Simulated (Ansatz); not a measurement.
# What Ag2Bi (built on the YAu2 structure) distorts into, part 2 of 3

Aim: this structure of Ag2Bi (built on the YAu2 structure) is to be tested for unstable modes, and one is followed downhill.

Ansatz 0.2.0; DFT PBEsol, scalar-relativistic, plane waves, PAW.

So far, highest frequency on path, mesh or solved points (cm⁻¹): step 2 (the dispersion) 134. Also lowest frequency on the path (cm⁻¹): step 2 -32.9.

The structure was built from a prototype and need not be the compound's stable phase.

### 6. Relaxation from the frozen mode

Starting from the lowest point found, all atoms and the cell are let go, so that strain and other modes of the same symmetry can join in.

File input.yaml:

```yaml
crystal:
  lattice:
    - [0.0, 3.5043506677, 0.0]
    - [-1.7521753339, 1.7521753339, 5.1442189493]
    - [7.0087013355, 0.0, 0.0]
  atoms:
    - { symbol: Bi, position: [0.0052778584, -0.0105557168, -0.0112527748] }
    - { symbol: Bi, position: [-0.0052778584, 0.0105557168, 0.5112527748] }
    - { symbol: Ag, position: [0.3259513539, 0.3480972922, 0.3234944107] }
    - { symbol: Ag, position: [0.3059299931, 0.3881400139, 0.8605649158] }
    - { symbol: Ag, position: [0.6740486461, 0.6519027078, 0.1765055893] }
    - { symbol: Ag, position: [0.6940700069, 0.6118599861, 0.6394350842] }
kpoints:
  mp_grid: { grid: [10, 10, 6] }
hamiltonian:
  xc: pbesol
scf:
  occupations: { method: methfessel_paxton, width: 0.2 }
output:
  forces: true
  stress: true
  eigenvalues: true
relax:
  adjacent_minimum: "off"
  f_tol: 0.002
  max_steps: 120
  cell: { stress_tol: 0.03 }
```

Launch:

```console
> ansatz run input.yaml --threads 8 --pin off --max-ram 14336MiB --backend cpu --events-out ev --progress --plain --runs-dir out
```

The program printed:

```text
[...]
Crystal: 6 atoms, lattice volume = 126.347 Å³
Basis set: ecut = 420 eV, 2451 PW (Γ), exchange–correlation on 48×80×96 points (8 copies of the dense FFT grid, shifted against one another)
Bands: 64, of which v1, the nominal top of the filled ones, is band 53 counted from 1 (52 counted from 0)
Symmetry: 4 space group operations
[...]
k-points: 172 of 600
[...]
SCF iter   1: F=—  HF=-54572.454575 eV  |F-HF|=—  |Δ(HF+E_count)|=         —  Δρ=7.26e-3  dr2=6.49e-2  ethr=1.77e-3  ⟨swp⟩=6.5  Hψ=40911  notcnv=0  defer=15
[...]
SCF iter   7: F=-54572.437131 eV  HF=-54572.437131 eV  |F-HF|=2.28e-8  |Δ(HF+E_count)|=   2.95e-8  S|Δr|=    0.00e0  Δρ=4.75e-6  dr2=4.20e-8  ethr=9.43e-11  ⟨swp⟩=9.3  Hψ=49459  notcnv=0
SCF 1 converged in 7 iterations: F = -54572.437131 eV  dr2 = 4.20e-8
[...]
relax step   1: F+E_penalty+E_count = -54572.43713124 eV  Δ(F+E_penalty+E_count) = +0.000e0 eV  max|allowed force component| = 3.351e-2 eV/Å  Δτ_max = 0.0000 Å  P = -0.015 GPa  Ω = 126.347 Å³  (7 SCF iters, dr2 threshold 1.00e-7 eV, accepted)
Crystal: 6 atoms, lattice volume = 126.276 Å³
Basis set: ecut = 420 eV, 2455 PW (Γ), exchange–correlation on 48×80×96 points (8 copies of the dense FFT grid, shifted against one another)
[...]
iter 1 solved again at ethr=2.52e-7 eV; its pass at ethr=3.10e-3 eV (dr2=2.67e-4 eV) is discarded
[...]
SCF iter   5: F=-54572.440488 eV  HF=-54572.440488 eV  |F-HF|=1.67e-7  |Δ(HF+E_count)|=   2.05e-7  S|Δr|=    0.00e0  Δρ=1.13e-5  dr2=2.42e-7  ethr=3.59e-10  ⟨swp⟩=5.5  Hψ=41763  notcnv=0
SCF 2 converged in 5 iterations: F = -54572.440488 eV  dr2 = 2.42e-7
relax step   2: F+E_penalty+E_count = -54572.44048812 eV  Δ(F+E_penalty+E_count) = -3.357e-3 eV  max|allowed force component| = 1.288e-2 eV/Å  Δτ_max = 0.0085 Å  P = +0.060 GPa  Ω = 126.276 Å³  energy of the carried Pulay correction = +1.682e-5 eV  (5 SCF iters, dr2 threshold 3.80e-7 eV, accepted)
Crystal: 6 atoms, lattice volume = 126.935 Å³
Basis set: ecut = 420 eV, 2467 PW (Γ), exchange–correlation on 48×80×96 points (8 copies of the dense FFT grid, shifted against one another)
[...]
SCF iter   7: F=-54572.440856 eV  HF=-54572.440856 eV  |F-HF|=8.27e-8  |Δ(HF+E_count)|=   5.32e-7  S|Δr|=    0.00e0  Δρ=9.29e-6  dr2=1.58e-7  ethr=2.88e-10  ⟨swp⟩=3.7  Hψ=44218  notcnv=0
SCF 3 converged in 7 iterations: F = -54572.440856 eV  dr2 = 1.58e-7
relax step   3: F+E_penalty+E_count = -54572.44085614 eV  Δ(F+E_penalty+E_count) = -3.680e-4 eV  max|allowed force component| = 1.435e-1 eV/Å  Δτ_max = 0.0765 Å  P = -0.033 GPa  Ω = 126.935 Å³  energy of the carried Pulay correction = -1.401e-4 eV  (7 SCF iters, dr2 threshold 3.05e-7 eV, accepted)
[...]
relax step   4: F+E_penalty+E_count = -54572.44564392 eV  Δ(F+E_penalty+E_count) = -4.788e-3 eV  max|allowed force component| = 1.044e-1 eV/Å  Δτ_max = 0.0518 Å  P = -0.118 GPa  Ω = 126.840 Å³  energy of the carried Pulay correction = -1.174e-4 eV  (7 SCF iters, dr2 threshold 6.00e-7 eV, accepted)
[...]
relax step   5: F+E_penalty+E_count = -54572.45249138 eV  Δ(F+E_penalty+E_count) = -6.847e-3 eV  max|allowed force component| = 5.035e-2 eV/Å  Δτ_max = 0.0379 Å  P = -0.027 GPa  Ω = 126.479 Å³  energy of the carried Pulay correction = -3.153e-5 eV  (6 SCF iters, dr2 threshold 6.00e-7 eV, accepted)
[...]
relax step   6: F+E_penalty+E_count = -54572.46063609 eV  Δ(F+E_penalty+E_count) = -8.145e-3 eV  max|allowed force component| = 3.003e-2 eV/Å  Δτ_max = 0.0907 Å  P = +0.741 GPa  Ω = 125.437 Å³  energy of the carried Pulay correction = +2.178e-4 eV  (8 SCF iters, dr2 threshold 1.58e-7 eV, accepted)
[...]
relax step   7: F+E_penalty+E_count = -54572.46325994 eV  Δ(F+E_penalty+E_count) = -2.624e-3 eV  max|allowed force component| = 2.205e-2 eV/Å  Δτ_max = 0.0286 Å  P = -0.101 GPa  Ω = 126.690 Å³  energy of the carried Pulay correction = -8.185e-5 eV  (6 SCF iters, dr2 threshold 6.00e-7 eV, accepted)
[...]
relax step   8: F+E_penalty+E_count = -54572.46463339 eV  Δ(F+E_penalty+E_count) = -1.373e-3 eV  max|allowed force component| = 5.518e-3 eV/Å  Δτ_max = 0.0151 Å  P = +0.013 GPa  Ω = 126.495 Å³  energy of the carried Pulay correction = -3.523e-5 eV  (7 SCF iters, dr2 threshold 1.03e-7 eV, accepted)
[...]
relax step   9: F+E_penalty+E_count = -54572.46468038 eV  Δ(F+E_penalty+E_count) = -4.699e-5 eV  max|allowed force component| = 1.728e-3 eV/Å  Δτ_max = 0.0031 Å  P = -0.005 GPa  Ω = 126.503 Å³  energy of the carried Pulay correction = -3.710e-5 eV  (6 SCF iters, dr2 threshold 6.31e-9 eV, accepted)
[...]
SCF iter   6: F=-54572.464495 eV  HF=-54572.464495 eV  |F-HF|=0.00e0  |Δ(HF+E_count)|=  2.91e-11  S|Δr|=    0.00e0  Δρ=8.86e-8  dr2=1.86e-11  ethr=1.00e-12  ⟨swp⟩=6.9  Hψ=50191  notcnv=0
SCF 10 converged in 6 iterations: F = -54572.464495 eV  dr2 = 1.86e-11
relax step  10: F+E_penalty+E_count = -54572.46449503 eV  Δ(F+E_penalty+E_count) = +1.853e-4 eV  max|allowed force component| = 1.774e-3 eV/Å  Δτ_max = 0.0000 Å  P = -0.007 GPa  Ω = 126.503 Å³  stress off target by 9.52e-3 GPa  SCF on the basis re-selected at this cell (its energy is not comparable with the rows above)  (6 SCF iters)
basis re-selected at this cell: Δ(F+E_penalty+E_count) = +1.853e-4 eV, ΔP = -0.002 GPa vs the last step (what re-selecting the basis moved, of the pressure what is left beyond the Pulay correction that the steps carried, after the strain that the cell walked since its last selection, with what the two solves' SCF thresholds leave and, on support functions, any second-order correction that the steps lacked; it is no m [...]
SCF converged after 6 iterations
[...]
Free energy (F): -54572.464495 eV
[...]
Internal energy: -54572.463757 eV  (E = F + TS)
E sigma→0 (E₀):  -54572.464311 eV
Entropy (-TS):   -0.000738 eV (-0.123 meV/atom)
Fermi energy:    15.251350 eV
[...]
--- Forces (eV/Å), atoms counted from 1 ---
  atom   1  Bi     0.00177437    -0.00000000    -0.00071025
  atom   2  Bi    -0.00177437     0.00000000     0.00071025
  atom   3  Ag    -0.00019055    -0.00000000    -0.00098607
  atom   4  Ag    -0.00020325    -0.00000000    -0.00019986
  atom   5  Ag     0.00019055     0.00000000     0.00098607
  atom   6  Ag     0.00020325     0.00000000     0.00019986
  max |Σ_I F_I| component: 2.44e-19 eV/Å
--- Stress (GPa, compression-positive) ---
       -0.009473       0.000000       0.000428
        0.000000      -0.005150      -0.000000
        0.000428      -0.000000      -0.005827
  P = ⅓ Tr σ = -0.0068 GPa (-0.068 kbar)
--- Band table (eV; the first three rows and the last of 172) ---
  k-point 0: bands = [... 49 lower, 12.1120, 12.2685, 12.3554, 14.3564, 18.0494, 18.3939, 18.5890, 18.7670, ... 7 higher]
  k-point 1: bands = [... 49 lower, 12.0507, 12.1718, 12.4893, 14.6510, 16.7452, 17.5282, 18.6303, 19.7264, ... 7 higher]
  k-point 2: bands = [... 49 lower, 12.0675, 12.3164, 12.9512, 14.8708, 15.2309, 16.9782, 18.7648, 19.2446, ... 7 higher]
  k-point 171: bands = [... 49 lower, 12.3271, 12.9838, 13.4856, 15.3171, 15.6809, 16.5093, 16.9183, 17.2442, ... 7 higher]
--- Relaxed structure (9 steps of the walk, 9 accepted, 1 SCFs on fresh bases) ---
  F+E_penalty+E_count = -54572.46449503 eV   max|allowed force component| = 1.774e-3 eV/Å   (the final SCF, on the basis selected at the relaxed cell)
  cell:  # Å, volume = 126.5025 Å³
    - [0, 3.348687, -1.627400e-11]
    - [-1.706127, 1.674343, 5.411862]
    - [6.965248, 2.329662e-13, 0.047937]
  atoms:
    - { symbol: Bi, position: [0.019369, -0.038737, -0.026422] }
    - { symbol: Bi, position: [-0.019369, 0.038737, 0.526422] }
    - { symbol: Ag, position: [0.336900, 0.326199, 0.294668] }
    - { symbol: Ag, position: [0.298387, 0.403226, 0.881955] }
    - { symbol: Ag, position: [0.663100, 0.673801, 0.205332] }
    - { symbol: Ag, position: [0.701613, 0.596774, 0.618045] }
```

Elapsed: 96 s, on 8 threads of Arm Neoverse V2, shared host; peak memory 1.3 GiB.

Step by step:

```tsv
step	energy less that of the first step (eV)	largest force component (eV/Å)	pressure (GPa)	volume (Å³)
1	0.0000	0.0335	-0.01	126.35
2	-0.0034	0.0129	0.06	126.28
3	-0.0037	0.1435	-0.03	126.94
4	-0.0085	0.1043	-0.12	126.84
5	-0.0154	0.0504	-0.03	126.48
6	-0.0235	0.0300	0.74	125.44
7	-0.0261	0.0221	-0.10	126.69
8	-0.0275	0.0055	0.01	126.49
9	-0.0275	0.0017	0.00	126.50
10*	-0.0274	0.0018	-0.01	126.50
```

Relaxation steps marked * repeat the geometry before them on a plane-wave basis chosen anew for their cell, so energy and pressure can jump there.

Forces are held to the 4 operations that the program found; a distortion that breaks them can't arise in this run.

```tsv
cell as run	before	after	change
a (Å)	3.504	3.349	-4.4 %
b (Å)	5.710	5.916	+3.6 %
c (Å)	7.009	6.965	-0.6 %
α (°)	107.87	106.38	-1.4 %
γ (°)	72.13	73.56	+2.0 %
volume (Å³/atom)	21.06	21.08	+0.1 %
```

The atoms that moved most (Å, as changes of fractional coordinates times the final cell):

```tsv
atom	dx	dy	dz	length
Ag5	0.163	0.000	0.120	0.203
Ag3	-0.163	0.000	-0.120	0.203
Bi1	-0.058	0.000	-0.153	0.164
Bi2	0.058	0.000	0.153	0.164
Ag6	-0.123	0.000	-0.083	0.148
Ag4	0.123	0.000	0.083	0.148
```

Read from the output:

```
pressure        : -0.006817 GPa
volume per atom : 21.08 Å³
```

The distorted start has space group C2/m; the relaxation ends in C2/m.

### 7. The new phase in its own primitive cell

The relaxed structure is symmetrised, reduced to its primitive cell and relaxed tightly, as its phonons need.

File input.yaml:

```yaml
crystal:
  lattice:
    - [5.6744270546, -1.6743433808, 0.0]
    - [5.6744270546, 1.6743433808, 0.0]
    - [-2.0485187836, 0.0, 6.6573683764]
  atoms:
    - { symbol: Bi, position: [0.9806312712, 0.9806312712, 0.7235778528] }
    - { symbol: Bi, position: [0.0193687288, 0.0193687288, 0.2764221472] }
    - { symbol: Ag, position: [0.6630995857, 0.6630995857, 0.0446676591] }
    - { symbol: Ag, position: [0.7016130758, 0.7016130758, 0.6319549552] }
    - { symbol: Ag, position: [0.3369004143, 0.3369004143, 0.9553323409] }
    - { symbol: Ag, position: [0.2983869242, 0.2983869242, 0.3680450448] }
kpoints:
  mp_grid: { grid: [12, 12, 6] }
hamiltonian:
  xc: pbesol
scf:
  occupations: { method: methfessel_paxton, width: 0.2 }
output:
  forces: true
  stress: true
  eigenvalues: true
relax:
  adjacent_minimum: "off"
  f_tol: 0.001
  max_steps: 60
  cell: { stress_tol: 0.01 }
```

The program printed:

```text
[...]
Crystal: 6 atoms, lattice volume = 126.503 Å³
Basis set: ecut = 420 eV, 2465 PW (Γ), exchange–correlation on 80×80×96 points (8 copies of the dense FFT grid, shifted against one another)
Bands: 64, of which v1, the nominal top of the filled ones, is band 53 counted from 1 (52 counted from 0)
Symmetry: 4 space group operations
[...]
k-points: 242 of 864
[...]
- [5.677713, -1.674541, 0.000101807]
    - [5.677713, 1.674541, 0.000101807]
    - [-2.049586, 0.0, 6.655671]
  atoms:
    - { symbol: Bi, position: [0.982214, 0.982214, 0.726810] }
    - { symbol: Bi, position: [0.017786, 0.017786, 0.273190] }
    - { symbol: Ag, position: [0.664697, 0.664697, 0.047847] }
    - { symbol: Ag, position: [0.700729, 0.700729, 0.629504] }
    - { symbol: Ag, position: [0.335303, 0.335303, 0.952153] }
    - { symbol: Ag, position: [0.299271, 0.299271, 0.370496] }
[key lines of the parts left out:]
SCF converged after 4 iterations
Free energy (F): -54572.473438 eV
Fermi energy:    15.237785 eV
P = ⅓ Tr σ = 0.0001 GPa (0.001 kbar)
```

It took 88 s on 8 threads; peak memory 1.6 GiB; 11 min of CPU time.

Relaxation path:

```tsv
step	energy less that of the first step (eV)	largest force component (eV/Å)	pressure (GPa)	volume (Å³)
1	0.0000	0.0795	0.04	126.50
2	-0.0002	0.0831	-0.08	126.70
3	-0.0016	0.0101	0.01	126.55
4	-0.0018	0.0042	-0.09	126.69
5	-0.0017	0.0167	0.09	126.45
6	-0.0018	0.0009	0.00	126.56
7*	-0.0019	0.0009	0.00	126.56
```

Relaxation steps marked * repeat the geometry before them on a plane-wave basis chosen anew for their cell, so energy and pressure can jump there. Relaxation step 5 was tried and not accepted.

Forces are held to the 4 operations that the program found; a distortion that breaks them can't arise in this run.

```tsv
cell as run	before	after	change
a (Å)	5.916	5.920	+0.1 %
b (Å)	5.916	5.920	+0.1 %
c (Å)	6.965	6.964	-0.0 %
α (°)	106.38	106.40	+0.0 %
β (°)	106.38	106.40	+0.0 %
γ (°)	32.88	32.86	-0.0 %
volume (Å³/atom)	21.08	21.09	+0.0 %
```

The atoms that moved most (Å, as changes of fractional coordinates times the final cell):

```tsv
atom	dx	dy	dz	length
Bi1	0.011	0.000	0.022	0.024
Bi2	-0.011	0.000	-0.022	0.024
Ag3	0.012	0.000	0.021	0.024
Ag5	-0.012	0.000	-0.021	0.024
Ag4	-0.005	0.000	-0.016	0.017
Ag6	0.005	0.000	0.016	0.017
```

The relaxed structure:

```xyz
6
Lattice="5.6777 -1.6745 0.0001 5.6777 1.6745 0.0001 -2.0496 0.0000 6.6557" Properties=species:S:1:pos:R:3 pbc="T T T"
Bi    9.6638    0.0000    4.8376
Bi   -0.3580    0.0000    1.8183
Ag    7.4499    0.0000    0.3186
Ag    6.6669    0.0000    4.1899
Ag    1.8560    0.0000    6.3373
Ag    2.6390    0.0000    2.4660
```

Numbers from this step:

- pressure: 1.25e-4 GPa
- volume per atom: 21.09 Å³

The largest force component left is 0.89 meV/Å and the pressure is 0.000 GPa, within the tolerances set. The cell now holds 21.09 Å³/atom.

[end of part 2 of 3]

[Long decimals in the printed logs are rounded to 6 places.]

[Logs are printed without paths, hosts, clocks, repeated set-up lines and the standing remarks that a program may print on its own settings, such as how far it seeks lower states.]

[Hosts, paths, dates, database ids (printed as entryN), source tags and the programs' standing remarks are cut or masked in the printed files.]

[Where the starting crystal was built by hand or by swapping elements, it need not be the compound's stable phase.]
